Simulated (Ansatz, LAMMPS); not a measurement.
# Glassy 60SiO2-7Al2O3-17Li2O-17SrO (mol %) (89 atoms) under strain, part 2 of 4

How stiff is glassy 60SiO2-7Al2O3-17Li2O-17SrO (mol %) (89 atoms), and how do its levels respond to strain?

Ansatz 0.2.0; Kohn-Sham DFT, r2SCAN, PAW (set soft_2), plane waves.

The cell: 18 Si, 4 Al, 10 Li, 5 Sr and 52 O. The quench rate of 50 K/ps is orders of magnitude faster than experiment. The starting topology of bonds comes from the classical model. The Brillouin zone is sampled at Γ only.

So far. Step 2 (Single point at the start): The r.m.s. force at the start is 1.3 eV/Å.

## Step 3: Cell and atoms relaxed

Cell and atoms are freed together, to release stress as well as forces.

input.yaml

```yaml
crystal:
  lattice:
    - [10.50733, 0.0, 0.0]
    - [0.0, 10.50733, 0.0]
    - [0.0, 0.0, 10.50733]
  atoms:
    [... the 89 atom lines of step 2 ...]
kpoints:
  mp_grid: { grid: [1, 1, 1] }
hamiltonian:
  xc: r2scan
scf:
  occupations: { method: fixed }
output:
  forces: true
relax:
  f_tol: 0.05
  max_steps: 150
  cell: {}
```

Started as:

```console
$ ansatz run input.yaml --threads 4 --pin off --max-ram 8192MiB --backend cpu --events-out ev --progress --plain --runs-dir out
```

Numbers of over 12 decimals in the logs are rounded to 6 here.

The log of the run:

```text
[...]
Crystal: 89 atoms, lattice volume = 1160.051 Å³
Basis set: ecut = 500 eV, 29423 PW (Γ), exchange–correlation on 320×320×320 points (64 copies of the dense FFT grid, shifted against one another)
Bands: 327, of which v1, the nominal top of the filled ones, is band 238 counted from 1 (237 counted from 0)
Symmetry: 1 space group operations
[...]
k-points: 1
[...]
SCF iter   1: F=—  HF=-63172.247039 eV  |F-HF|=—  |Δ(HF+E_count)|=         —  Δρ=7.40e-3  dr2=7.18e-1  dr2_τ=6.39e0  ethr=1.77e-3  ⟨swp⟩=6.0  Hψ=1152  notcnv=0  defer=87
[...]
SCF iter   5: F=—  HF=-63174.727786 eV  |F-HF|=—  |Δ(HF+E_count)|=   3.22e-4  Δρ=1.49e-4  dr2=2.22e-4  dr2_τ=2.17e-5  ethr=5.43e-7  ⟨swp⟩=2.0  Hψ=426  notcnv=0  defer=70
[...]
SCF iter   9: F=—  HF=-63174.728030 eV  |F-HF|=—  |Δ(HF+E_count)|=   1.01e-7  Δρ=3.64e-6  dr2=1.78e-7  dr2_τ=1.30e-8  ethr=3.59e-10  ⟨swp⟩=2.0  Hψ=435  notcnv=0  defer=70
SCF iter  10: F=-63174.728030 eV  HF=-63174.728030 eV  |F-HF|=1.53e-8  |Δ(HF+E_count)|=   6.86e-8  Δρ=1.46e-6  dr2=2.70e-8  dr2_τ=2.72e-9  ethr=2.10e-11  ⟨swp⟩=4.0  Hψ=953  notcnv=0
SCF 1 converged in 10 iterations: F = -63174.728030 eV  dr2 = 2.70e-8
[...]
relax step   1: F+E_penalty+E_count = -63174.72803045 eV  Δ(F+E_penalty+E_count) = +0.000e0 eV  max|allowed force component| = 4.832e0 eV/Å  Δτ_max = 0.0000 Å  P = +2.203 GPa  Ω = 1160.051 Å³  (10 SCF iters, dr2 threshold 1.00e-7 eV, accepted)
[... from here on, the SCF cycles and remarks between the steps are left out ...]
relax step   2: F+E_penalty+E_count = -63178.91088181 eV  Δ(F+E_penalty+E_count) = -4.183e0 eV  max|allowed force component| = 3.050e0 eV/Å  Δτ_max = 0.1972 Å  P = +1.342 GPa  Ω = 1147.955 Å³  energy of the carried Pulay correction = +4.236e-3 eV  (7 SCF iters, dr2 threshold 8.90e-6 eV, accepted)
relax step   3: F+E_penalty+E_count = -63181.39961086 eV  Δ(F+E_penalty+E_count) = -2.489e0 eV  max|allowed force component| = 1.386e0 eV/Å  Δτ_max = 0.1958 Å  P = +0.352 GPa  Ω = 1133.082 Å³  energy of the carried Pulay correction = +9.505e-3 eV  (8 SCF iters, dr2 threshold 8.90e-6 eV, accepted)
relax step   4: F+E_penalty+E_count = -63182.10873600 eV  Δ(F+E_penalty+E_count) = -7.091e-1 eV  max|allowed force component| = 7.313e-1 eV/Å  Δτ_max = 0.2000 Å  P = +0.162 GPa  Ω = 1130.992 Å³  energy of the carried Pulay correction = +1.025e-2 eV  (7 SCF iters, dr2 threshold 8.90e-6 eV, accepted)
relax step   5: F+E_penalty+E_count = -63182.45335908 eV  Δ(F+E_penalty+E_count) = -3.446e-1 eV  max|allowed force component| = 4.243e-1 eV/Å  Δτ_max = 0.1679 Å  P = -0.128 GPa  Ω = 1127.265 Å³  energy of the carried Pulay correction = +1.158e-2 eV  (7 SCF iters, dr2 threshold 8.90e-6 eV, accepted)
relax step   6: F+E_penalty+E_count = -63182.63682712 eV  Δ(F+E_penalty+E_count) = -1.835e-1 eV  max|allowed force component| = 5.088e-1 eV/Å  Δτ_max = 0.2000 Å  P = +0.064 GPa  Ω = 1124.228 Å³  energy of the carried Pulay correction = +1.267e-2 eV  (7 SCF iters, dr2 threshold 8.90e-6 eV, accepted)
relax step   7: F+E_penalty+E_count = -63182.72391636 eV  Δ(F+E_penalty+E_count) = -8.709e-2 eV  max|allowed force component| = 4.423e-1 eV/Å  Δτ_max = 0.2000 Å  P = -0.023 GPa  Ω = 1122.565 Å³  energy of the carried Pulay correction = +1.327e-2 eV  (7 SCF iters, dr2 threshold 8.90e-6 eV, accepted)
relax step   8: F+E_penalty+E_count = -63182.80657131 eV  Δ(F+E_penalty+E_count) = -8.265e-2 eV  max|allowed force component| = 1.658e-1 eV/Å  Δτ_max = 0.0668 Å  P = +0.002 GPa  Ω = 1122.169 Å³  energy of the carried Pulay correction = +1.341e-2 eV  (6 SCF iters, dr2 threshold 8.90e-6 eV, accepted)
relax step   9: F+E_penalty+E_count = -63182.80372556 eV  Δ(F+E_penalty+E_count) = +2.846e-3 eV  max|allowed force component| = 3.434e-1 eV/Å  Δτ_max = 0.2000 Å  P = -0.012 GPa  Ω = 1124.059 Å³  energy of the carried Pulay correction = +1.273e-2 eV  (8 SCF iters, dr2 threshold 1.72e-6 eV, rejected (line search))
relax step  10: F+E_penalty+E_count = -63182.85913432 eV  Δ(F+E_penalty+E_count) = -5.256e-2 eV  max|allowed force component| = 8.229e-2 eV/Å  Δτ_max = 0.0983 Å  P = -0.008 GPa  Ω = 1122.841 Å³  energy of the carried Pulay correction = +1.317e-2 eV  (10 SCF iters, accepted)
relax step  11: F+E_penalty+E_count = -63182.86749767 eV  Δ(F+E_penalty+E_count) = -8.363e-3 eV  max|allowed force component| = 1.363e-1 eV/Å  Δτ_max = 0.0793 Å  P = -0.029 GPa  Ω = 1123.243 Å³  energy of the carried Pulay correction = +1.303e-2 eV  (8 SCF iters, dr2 threshold 4.23e-7 eV, accepted)
relax step  12: F+E_penalty+E_count = -63182.88102946 eV  Δ(F+E_penalty+E_count) = -1.353e-2 eV  max|allowed force component| = 2.098e-1 eV/Å  Δτ_max = 0.1500 Å  P = -0.006 GPa  Ω = 1126.743 Å³  energy of the carried Pulay correction = +1.177e-2 eV  (8 SCF iters, dr2 threshold 1.16e-6 eV, accepted)
relax step  13: F+E_penalty+E_count = -63182.90462054 eV  Δ(F+E_penalty+E_count) = -2.359e-2 eV  max|allowed force component| = 2.412e-1 eV/Å  Δτ_max = 0.0433 Å  P = +0.019 GPa  Ω = 1125.508 Å³  energy of the carried Pulay correction = +1.221e-2 eV  (6 SCF iters, dr2 threshold 2.75e-6 eV, accepted)
relax step  14: F+E_penalty+E_count = -63182.93282159 eV  Δ(F+E_penalty+E_count) = -2.820e-2 eV  max|allowed force component| = 3.183e-1 eV/Å  Δτ_max = 0.2000 Å  P = +0.031 GPa  Ω = 1119.881 Å³  energy of the carried Pulay correction = +1.424e-2 eV  (8 SCF iters, dr2 threshold 3.64e-6 eV, accepted)
relax step  15: F+E_penalty+E_count = -63182.97563251 eV  Δ(F+E_penalty+E_count) = -4.281e-2 eV  max|allowed force component| = 2.418e-1 eV/Å  Δτ_max = 0.1020 Å  P = -0.052 GPa  Ω = 1123.238 Å³  energy of the carried Pulay correction = +1.303e-2 eV  (7 SCF iters, dr2 threshold 6.33e-6 eV, accepted)
relax step  16: F+E_penalty+E_count = -63182.97880790 eV  Δ(F+E_penalty+E_count) = -3.175e-3 eV  max|allowed force component| = 2.528e-1 eV/Å  Δτ_max = 0.0915 Å  P = +0.008 GPa  Ω = 1123.283 Å³  energy of the carried Pulay correction = +1.301e-2 eV  (7 SCF iters, dr2 threshold 3.65e-6 eV, accepted)
relax step  17: F+E_penalty+E_count = -63182.95212296 eV  Δ(F+E_penalty+E_count) = +2.668e-2 eV  max|allowed force component| = 7.504e-1 eV/Å  Δτ_max = 0.0818 Å  P = +0.028 GPa  Ω = 1123.994 Å³  energy of the carried Pulay correction = +1.276e-2 eV  (7 SCF iters, dr2 threshold 3.99e-6 eV, rejected (line search))
relax step  18: F+E_penalty+E_count = -63183.00197342 eV  Δ(F+E_penalty+E_count) = -2.317e-2 eV  max|allowed force component| = 9.875e-2 eV/Å  Δτ_max = 0.0409 Å  P = -0.031 GPa  Ω = 1122.751 Å³  energy of the carried Pulay correction = +1.321e-2 eV  (11 SCF iters, accepted)
relax step  19: F+E_penalty+E_count = -63183.00534746 eV  Δ(F+E_penalty+E_count) = -3.374e-3 eV  max|allowed force component| = 1.090e-1 eV/Å  Δτ_max = 0.0229 Å  P = +0.002 GPa  Ω = 1122.896 Å³  energy of the carried Pulay correction = +1.315e-2 eV  (7 SCF iters, dr2 threshold 6.09e-7 eV, accepted)
relax step  20: F+E_penalty+E_count = -63182.99981373 eV  Δ(F+E_penalty+E_count) = +5.534e-3 eV  max|allowed force component| = 1.126e-1 eV/Å  Δτ_max = 0.0753 Å  P = +0.067 GPa  Ω = 1122.912 Å³  energy of the carried Pulay correction = +1.315e-2 eV  (7 SCF iters, dr2 threshold 7.43e-7 eV, rejected (line search))
relax step  21: F+E_penalty+E_count = -63183.00816353 eV  Δ(F+E_penalty+E_count) = -2.816e-3 eV  max|allowed force component| = 4.403e-2 eV/Å  Δτ_max = 0.0263 Å  P = -0.016 GPa  Ω = 1123.481 Å³  energy of the carried Pulay correction = +1.294e-2 eV  (10 SCF iters, accepted)
relax step  22: F+E_penalty+E_count = -63182.99257983 eV  Δ(F+E_penalty+E_count) = +1.558e-2 eV  max|allowed force component| = 4.394e-2 eV/Å  Δτ_max = 0.0000 Å  P = -0.004 GPa  Ω = 1123.481 Å³  stress off target by 2.43e-2 GPa  SCF on the basis re-selected at this cell (its energy is not comparable with the rows above)  (5 SCF iters)
basis re-selected at this cell: Δ(F+E_penalty+E_count) = +1.558e-2 eV, ΔP = +0.012 GPa vs the last step (what re-selecting the basis moved, of the pressure what is left beyond the Pulay correction that the steps carried, after the strain that the cell walked since its last selection, [...]
SCF converged after 5 iterations
Free energy (F): -63182.992580 eV
[...]
Internal energy: -63182.992580 eV  (E = F + TS)
E sigma→0 (E₀):  -63182.992580 eV
Fermi energy:    3.846442 eV
[...]
Σ components = -63182.992580   (vs F -63182.992580, Δ=0.00e0)
--- Forces (eV/Å), atoms counted from 1 ---
  atom   1  Si    -0.00636782     0.01031404     0.00541928
  atom   2  Si    -0.01268888     0.00170227     0.00730976
  atom   3  Si     0.01918913    -0.02451325    -0.03117366
  atom   4  Si     0.01809258    -0.00260019     0.00410600
[...]
atom  89  O      0.00489189     0.01117271    -0.00574821
  max |Σ_I F_I| component: 3.67e-4 eV/Å
--- Stress (GPa, compression-positive) ---
       -0.010921       0.004273       0.001802
        0.004275       0.000326       0.023700
        0.001811       0.023687      -0.000260
  P = ⅓ Tr σ = -0.0036 GPa (-0.036 kbar)
--- Relaxed structure (21 steps of the walk, 18 accepted, 1 SCFs on fresh bases) ---
  F+E_penalty+E_count = -63182.99257983 eV   max|allowed force component| = 4.394e-2 eV/Å   (the final SCF, on the basis selected at the relaxed cell)
  cell:  # Å, volume = 1123.4808 Å³
    - [10.461798, -0.049660, -0.113722]
    - [-0.049660, 10.604805, -0.00657217]
    - [-0.113722, -0.00657217, 10.127902]
  atoms:
    - { symbol: Si, position: [0.571194, 0.812179, 0.370446] }
    - { symbol: Si, position: [0.211430, 0.096949, 0.532956] }
    - { symbol: Si, position: [0.738365, 0.021796, 0.989472] }
    - { symbol: Si, position: [0.997172, 0.934955, 0.096655] }
[...]
- { symbol: O, position: [0.653646, 0.942406, 0.341943] }
```

The job ended after 6.9 min (4 threads of Intel Xeon Platinum 8375C at 2.90GHz (Ice Lake), shared host; peak memory 3.1 GiB).

The relaxation converged after 21 steps, with a largest force component of 0.044 eV/Å.

## Step 4: Single point at the relaxed geometry

One more single point at the end of the walk gives the fuller output and checks the residual forces.

input.yaml

```yaml
crystal:
  lattice:
    - [10.4618, -0.04966, -0.11372]
    - [-0.04966, 10.60481, -0.00657]
    - [-0.11372, -0.00657, 10.1279]
  atoms:
    - { symbol: Si, position: [0.57119, 0.81218, 0.37045] }
    - { symbol: Si, position: [0.21143, 0.09695, 0.53296] }
    - { symbol: Si, position: [0.73837, 0.0218, 0.98947] }
    - { symbol: Si, position: [0.99717, 0.93495, 0.09666] }
    - { symbol: Si, position: [0.56831, 0.67, 0.09715] }
    - { symbol: Si, position: [0.36481, 0.07499, 0.78654] }
    [... 77 atom lines left out ...]
    - { symbol: O, position: [0.80252, 0.14871, 0.93526] }
    - { symbol: O, position: [0.26702, 0.14406, 0.38989] }
    - { symbol: O, position: [0.92223, 0.88343, 0.74771] }
    - { symbol: O, position: [0.57022, 0.77252, 0.71775] }
    - { symbol: O, position: [0.15748, 0.66304, 0.42358] }
    - { symbol: O, position: [0.65365, 0.94241, 0.34194] }
kpoints:
  mp_grid: { grid: [1, 1, 1] }
hamiltonian:
  xc: r2scan
scf:
  occupations: { method: fixed }
output:
  forces: true
  stress: true
  populations: true
  dos:
    method: { smearing: { sigma: 0.1 } }
    de: 0.1
    projected: { site_lists: { Al: [Al], Li: [Li], O: [O], Si: [Si], Sr: [Sr] } }
  eigenvalues: true
  write_density: true
  write_potential: true
  volumetric_format: npy
  elf: true
```

The log of the run:

```text
[...]
Crystal: 89 atoms, lattice volume = 1123.481 Å³
Basis set: ecut = 500 eV, 28519 PW (Γ), exchange–correlation on 320×320×300 points (64 copies of the dense FFT grid, shifted against one another)
Bands: 327, of which v1, the nominal top of the filled ones, is band 238 counted from 1 (237 counted from 0)
Symmetry: 1 space group operations
[...]
k-points: 1
[...]
SCF iter   1: F=—  HF=-63180.459944 eV  |F-HF|=—  |Δ(HF+E_count)|=         —  Δρ=7.41e-3  dr2=6.75e-1  dr2_τ=6.03e0  ethr=1.77e-3  ⟨swp⟩=6.0  Hψ=1272  notcnv=0  defer=87
[...]
SCF iter   9: F=-63182.992576 eV  HF=-63182.992576 eV  |F-HF|=5.66e-9  |Δ(HF+E_count)|=   7.07e-9  Δρ=1.89e-6  dr2=4.08e-8  dr2_τ=3.92e-9  ethr=2.10e-11  ⟨swp⟩=21.0  Hψ=3532  notcnv=0
SCF 1 converged in 9 iterations: F = -63182.992576 eV  dr2 = 4.08e-8
[...]
SCF converged after 9 iterations
Free energy (F): -63182.992576 eV
[...]
Internal energy: -63182.992576 eV  (E = F + TS)
E sigma→0 (E₀):  -63182.992576 eV
Fermi energy:    3.846433 eV
[...]
--- Forces (eV/Å), atoms counted from 1 ---
  atom   1  Si    -0.00327291     0.01071825     0.00389358
  atom   2  Si    -0.01258721    -0.00133763     0.00590173
  atom   3  Si     0.01649565    -0.02757974    -0.02816192
  atom   4  Si     0.02077388    -0.00088001     0.00057105
  atom   5  Si     0.00256429    -0.01558956    -0.02360819
  atom   6  Si     0.00282548     0.01073098     0.00510652
  atom   7  Si     0.00340964    -0.00743318     0.00783014
  atom   8  Si     0.00266800    -0.01573921    -0.03278099
  atom   9  Si     0.00702837    -0.04436116    -0.01594084
  atom  10  Si    -0.02879421    -0.02795407     0.01872287
  atom  11  Si    -0.00008624    -0.01624936    -0.00079653
  atom  12  Si     0.00101916     0.01551675    -0.00310018
  atom  13  Si     0.00628563     0.02291066     0.01080147
  atom  14  Si    -0.02486898    -0.01106986    -0.00256205
[...]
atom  88  O     -0.00128225    -0.01104542     0.00189447
  atom  89  O      0.00363529     0.00736262    -0.00402381
  max |Σ_I F_I| component: 3.10e-4 eV/Å
--- Stress (GPa, compression-positive) ---
       -0.012107       0.003949       0.002330
        0.003952      -0.001085       0.023620
        0.002339       0.023607      -0.000448
  P = ⅓ Tr σ = -0.0045 GPa (-0.045 kbar)
--- Band table (eV) ---
[...]
--- Löwdin populations: 89 sites ---
  site symbol       q [e]
     0     Si      2.2651
     1     Si      2.2286
     2     Si      2.1767
[...]
88      O      6.8385
  spilling = 0.012462 (of n_electrons = 476.000000)
```

The job ended after 27 s (4 threads; peak memory 3 GiB).

Numbers from this run:

| Property | Result |
| --- | --- |
| free energy | -63182.9926 eV |
| free energy per atom | -709.9213 eV/atom |
| SCF cycles | 9 |
| pressure | -0.004547 GPa |
| r.m.s. force component | 0.01154 eV/Å |
| longest force | 0.05623 eV/Å |
| Fermi energy | 3.846 eV |
| gap (highest filled to lowest empty level) | 4.616 eV |
| spilling of the projection | 0.01246 |

## Step 5: Volume -3 %

The relaxed cell is scaled evenly and the atoms are relaxed again; the stress at the end gives one point of P(V).

input.yaml, the sections that differ from step 4:

```yaml
crystal:
  lattice:
    - [10.35612, -0.04916, -0.11257]
    - [-0.04916, 10.49768, -0.0065]
    - [-0.11257, -0.0065, 10.02559]
  atoms:
    [... the 89 atom lines of step 4 ...]
output:
  forces: true
  eigenvalues: true
  stress: true
relax:
  f_tol: 0.05
  max_steps: 70
# kpoints, hamiltonian, scf: as in step 4
```

The log of the run:

```text
Warning: output.stress: scf.convergence.dr2_threshold = 1e-7 eV (the SCF's general default) is looser than the 8.9e-9 eV advised for a printed stress (1e-10 eV for each atom of the cell: 89). What an SCF threshold leaves in a stress goes as its square root, and in the free energy as the threshold itself, and one threshold admits the most on a small cell: [...]
[...]
Crystal: 89 atoms, lattice volume = 1089.777 Å³
Basis set: ecut = 500 eV, 27673 PW (Γ), exchange–correlation on 320×320×300 points (64 copies of the dense FFT grid, shifted against one another)
Bands: 327, of which v1, the nominal top of the filled ones, is band 238 counted from 1 (237 counted from 0)
Symmetry: 1 space group operations
[...]
k-points: 1
[...]
SCF iter   1: F=—  HF=-63179.811078 eV  |F-HF|=—  |Δ(HF+E_count)|=         —  Δρ=7.48e-3  dr2=6.56e-1  dr2_τ=6.50e0  ethr=1.77e-3  ⟨swp⟩=6.0  Hψ=1270  notcnv=0  defer=87
[...]
SCF iter   5: F=—  HF=-63182.468537 eV  |F-HF|=—  |Δ(HF+E_count)|=   2.40e-4  Δρ=1.28e-4  dr2=1.28e-4  dr2_τ=1.51e-5  ethr=3.71e-7  ⟨swp⟩=2.0  Hψ=429  notcnv=0  defer=87
SCF iter   6: F=-63182.468590 eV  HF=-63182.468600 eV  |F-HF|=1.08e-5  |Δ(HF+E_count)|=   6.29e-5  Δρ=4.94e-5  dr2=2.24e-5  dr2_τ=2.90e-6  ethr=1.31e-8  ⟨swp⟩=16.0  Hψ=2617  notcnv=0
SCF 1 converged in 6 iterations: F = -63182.468590 eV  dr2 = 2.24e-5
[...]
relax step   1: F+E_penalty+E_count = -63182.46858959 eV  Δ(F+E_penalty+E_count) = +0.000e0 eV  max|allowed force component| = 5.857e-1 eV/Å  Δτ_max = 0.0000 Å  (6 SCF iters, dr2 threshold 6.25e-5 eV, accepted)
[...]
relax step   2: F+E_penalty+E_count = -63182.65536976 eV  Δ(F+E_penalty+E_count) = -1.868e-1 eV  max|allowed force component| = 3.384e-1 eV/Å  Δτ_max = 0.0662 Å  (6 SCF iters, dr2 threshold 2.14e-5 eV, accepted)
[...]
relax step   3: F+E_penalty+E_count = -63182.75993083 eV  Δ(F+E_penalty+E_count) = -1.046e-1 eV  max|allowed force component| = 2.325e-1 eV/Å  Δτ_max = 0.0639 Å  (6 SCF iters, dr2 threshold 7.16e-6 eV, accepted)
relax step   4: F+E_penalty+E_count = -63182.72740574 eV  Δ(F+E_penalty+E_count) = +3.253e-2 eV  max|allowed force component| = 4.987e-1 eV/Å  Δτ_max = 0.2000 Å  (7 SCF iters, dr2 threshold 1.80e-5 eV, rejected (line search))
relax step   5: F+E_penalty+E_count = -63182.80619448 eV  Δ(F+E_penalty+E_count) = -4.626e-2 eV  max|allowed force component| = 1.103e-1 eV/Å  Δτ_max = 0.0977 Å  (9 SCF iters, accepted)
relax step   6: F+E_penalty+E_count = -63182.81009199 eV  Δ(F+E_penalty+E_count) = -3.898e-3 eV  max|allowed force component| = 1.029e-1 eV/Å  Δτ_max = 0.0367 Å  (6 SCF iters, dr2 threshold 2.74e-6 eV, accepted)
relax step   7: F+E_penalty+E_count = -63182.81557176 eV  Δ(F+E_penalty+E_count) = -5.480e-3 eV  max|allowed force component| = 7.919e-2 eV/Å  Δτ_max = 0.0451 Å  (8 SCF iters, accepted)
relax step   8: F+E_penalty+E_count = -63182.82051915 eV  Δ(F+E_penalty+E_count) = -4.947e-3 eV  max|allowed force component| = 3.551e-2 eV/Å  Δτ_max = 0.0306 Å  (5 SCF iters, dr2 threshold 3.72e-6 eV, accepted)
[...]
relax step   9: F+E_penalty+E_count = -63182.82052031 eV  Δ(F+E_penalty+E_count) = -1.153e-6 eV  max|allowed force component| = 3.559e-2 eV/Å  Δτ_max = 0.0000 Å  (4 SCF iters, accepted)
[...]
SCF iter   2: F=-63182.820520 eV  HF=-63182.820520 eV  |F-HF|=1.27e-9  |Δ(HF+E_count)|=   1.10e-9  Δρ=2.82e-7  dr2=1.03e-9  dr2_τ=9.65e-11  ethr=1.00e-12  ⟨swp⟩=3.0  Hψ=716  notcnv=0
SCF 10 converged in 2 iterations: F = -63182.820520 eV  dr2 = 1.03e-9
SCF converged after 2 iterations
Free energy (F): -63182.820520 eV
[...]
Internal energy: -63182.820520 eV  (E = F + TS)
E sigma→0 (E₀):  -63182.820520 eV
Fermi energy:    4.135484 eV
[...]
Σ components = -63182.820520   (vs F -63182.820520, Δ=0.00e0)
--- Forces (eV/Å), atoms counted from 1 ---
  atom   1  Si     0.01433246     0.00921270     0.00608636
  atom   2  Si     0.00389952     0.00912997    -0.00633595
  atom   3  Si    -0.00822514    -0.02064102    -0.00546884
  atom   4  Si    -0.01110069    -0.00731535    -0.01715775
[...]
atom  89  O      0.00147554     0.01076599    -0.00718166
  max |Σ_I F_I| component: 3.22e-4 eV/Å
--- Stress (GPa, compression-positive) ---
        1.718586       0.145615      -0.119297
        0.145614       1.761601       0.129151
       -0.119286       0.129133       1.605558
  P = ⅓ Tr σ = 1.6952 GPa (16.952 kbar)
--- Band table (eV) ---
[...]
--- Relaxed structure (9 steps of the walk, 8 accepted, 0 SCFs on fresh bases) ---
  F+E_penalty+E_count = -63182.82052031 eV   max|allowed force component| = 3.559e-2 eV/Å
  atoms:
    - { symbol: Si, position: [0.568566, 0.811333, 0.374914] }
    - { symbol: Si, position: [0.209679, 0.096570, 0.529667] }
    - { symbol: Si, position: [0.738186, 0.019913, 0.989822] }
    - { symbol: Si, position: [0.997612, 0.936091, 0.096344] }
[...]
- { symbol: O, position: [0.656188, 0.939809, 0.346239] }
```

Run time: 3 min. Hardware: 4 threads; peak memory 3 GiB.

The program notes that the SCF threshold is loose for the stress.

The relaxation converged after 9 steps, 0.352 eV below its start, with a largest force component of 0.036 eV/Å.

Volume -3 %: the energy stands 0.172 eV above that of the reference, at a pressure of 1.70 GPa.

## Step 6: Volume +3 %

The relaxed cell is scaled to another volume.

Input and log are left out; they have the form of those shown for this kind of step.

Wall time 2.9 min (4 threads of Intel Xeon Platinum 8375C at 2.90GHz (Ice Lake), shared host); peak memory 3.1 GiB; 11 min of CPU time.

The relaxation converged after 8 steps, 0.330 eV below its start, with a largest force component of 0.038 eV/Å.

Volume +3 %: the energy stands 0.145 eV above that of the reference, at a pressure of -1.43 GPa.

(Continued in part 3 of 4.)

[Logs are printed without paths, hosts, clocks, repeated set-up lines and the standing remarks that a program may print on its own settings, such as how far it seeks lower states.]

[Hosts, paths, dates, database ids (printed as entryN), source tags and the programs' standing remarks are cut or masked in the printed files.]
